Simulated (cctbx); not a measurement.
**Accept or mend?**

Cell a = 5.5500 Å, b = 8.1470 Å, c = 6.2070 Å, α = 90.00°, β = 90.00°, γ = 90.00°; space group Cmcm (no. 63). The compound is LiPPdO4.

Simulated single-crystal data (cctbx): Mo Kα, λ = 0.71073 Å, to d = 0.65 Å, 80 % of the full sphere, strongest reflection 5000 counts, noise from counting, a 4 % proportional error and a noise floor of 2 counts (s.d.); no absorption, and some extinction, which the refinements don't model.

An anisotropic refinement with weights 1/σ² prints:

```text
Rint 0.041, 318 unique reflections to 0.65 A
cycle     R1     wR2    GooF  max shift (A)
   1  0.0475  0.1164   2.874   0.00289
   2  0.0162  0.0405   1.001   0.00015
final R1 0.0162 wR2 0.0405 GooF 1.001  parameters 24  data/parameter 13.2
atom        x        y        z      Ueq    occ   su(xyz)  su(Uiso or U11)
Pd1    0.00000  0.00000  0.50000   0.0207  1.000  0.00000  0.0001
P1     0.50000  0.85277  0.25000   0.0295  1.000  0.00020  0.0006
O1     0.73220  0.02804  0.75000   0.0273  1.000  0.00050  0.0011
O2     0.50000  0.74670  0.45244   0.0322  1.000  0.00047  0.0013
Li1    0.50000  0.83224  0.75000   0.0345  1.000  0.00151  0.0047
difference map: max 0.78 min -0.64 rms 0.15
Q1    0.0000  0.1382  0.7500    4    0.82  1.58 A from Li1
Q2    0.0908  0.0440  0.2500    8    0.58  1.14 A from O1
Q3    0.1427  0.5000  0.0000    8    0.57  1.65 A from O1
Q4    0.0000  0.1784  0.2500    4    0.54  1.37 A from O2
Q5    0.1609  0.4725  0.2500    8    0.52  0.40 A from O1
Q6    0.1921  0.2883  0.7500    8    0.48  1.12 A from Li1
```

**Question.** Can this result stand? If not, what is the likely fault?

It can stand. The set-up had a fault (dispersion terms of the wrong wavelength (1.54184 Å)), but the figures of merit move little: R1 = 0.0162, wR2 = 0.0405, GooF = 1.00 against R1 = 0.0165, wR2 = 0.0402, GooF = 0.99 for the right model.

The compound is LiPPdO4. The right model at the same level gives:

```text
Rint 0.041, 318 unique reflections to 0.65 A
cycle     R1     wR2    GooF  max shift (A)
   1  0.0429  0.1109   2.739   0.00323
   2  0.0165  0.0402   0.992   0.00011
final R1 0.0165 wR2 0.0402 GooF 0.992  parameters 24  data/parameter 13.2
atom        x        y        z      Ueq    occ   su(xyz)  su(Uiso or U11)
Pd1    0.00000  0.00000  0.50000   0.0195  1.000  0.00000  0.0001
P1     0.50000  0.85281  0.25000   0.0298  1.000  0.00020  0.0006
O1     0.73217  0.02809  0.75000   0.0287  1.000  0.00050  0.0012
O2     0.50000  0.74668  0.45264   0.0337  1.000  0.00047  0.0013
Li1    0.50000  0.83218  0.75000   0.0379  1.000  0.00153  0.0049
difference map: max 0.81 min -0.63 rms 0.15
Q1    0.0000  0.1376  0.7500    4    0.84  1.59 A from Li1
Q2    0.1432  0.5000  0.0000    8    0.57  1.64 A from O1
Q3    0.0946  0.0455  0.2500    8    0.56  1.13 A from O1
Q4    0.0000  0.1776  0.2500    4    0.51  1.38 A from O2
Q5    0.0654  0.1125  0.1198   16    0.48  1.23 A from Pd1
Q6    0.1930  0.2890  0.7500    8    0.47  1.13 A from Li1
```

This is a model crystal, built by substitution and not relaxed, with assumed displacement parameters.

[Middle refinement cycles are left out of these outputs.]

[Logs are printed without paths, hosts, clocks, repeated set-up lines and the standing remarks that a program may print on its own settings, such as how far it seeks lower states.]
